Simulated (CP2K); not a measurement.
Two runs for the C K edge of tetramethylammonium. Run A: CP2K XAS_TDP, all-electron GAPW, PBEh(45%), aug-cc-pVDZ, TDA, no relativity. Run B differs in one setting.

First lines with a strength over 0.0015. A:

| atom | energy (eV) | states | strength, one atom |
| --- | --- | --- | --- |
| C1 (bonded to N and 3 H), 4 alike | 284.64 | 1 | 0.0451 |
|  | 286.07 | 1 | 0.0020 |
|  | 286.39 | 2 | 0.0663 |
|  | 287.46 | 1 | 0.0075 |
|  | 288.55 | 3 | 0.0123 |

B:

| atom | energy (eV) | states | strength, one atom |
| --- | --- | --- | --- |
| C1 (bonded to N and 3 H), 4 alike | 291.12 | 1 | 0.0441 |
|  | 292.55 | 1 | 0.0019 |
|  | 292.87 | 2 | 0.0649 |
|  | 293.93 | 1 | 0.0073 |
|  | 295.02 | 3 | 0.0121 |

**Question.** Which was it: the basis, GW2X switched on, the functional, scalar relativity switched on?

GW2X switched on. GW2X shifts an atom's lines together and keeps their spacings. Against PBEh(45%) in aug-cc-pVDZ, the leading line moves by +6.48 eV, to 291.12 eV.

[Hosts, paths, dates, database ids (printed as entryN), source tags and the programs' standing remarks are cut or masked in the printed files.]
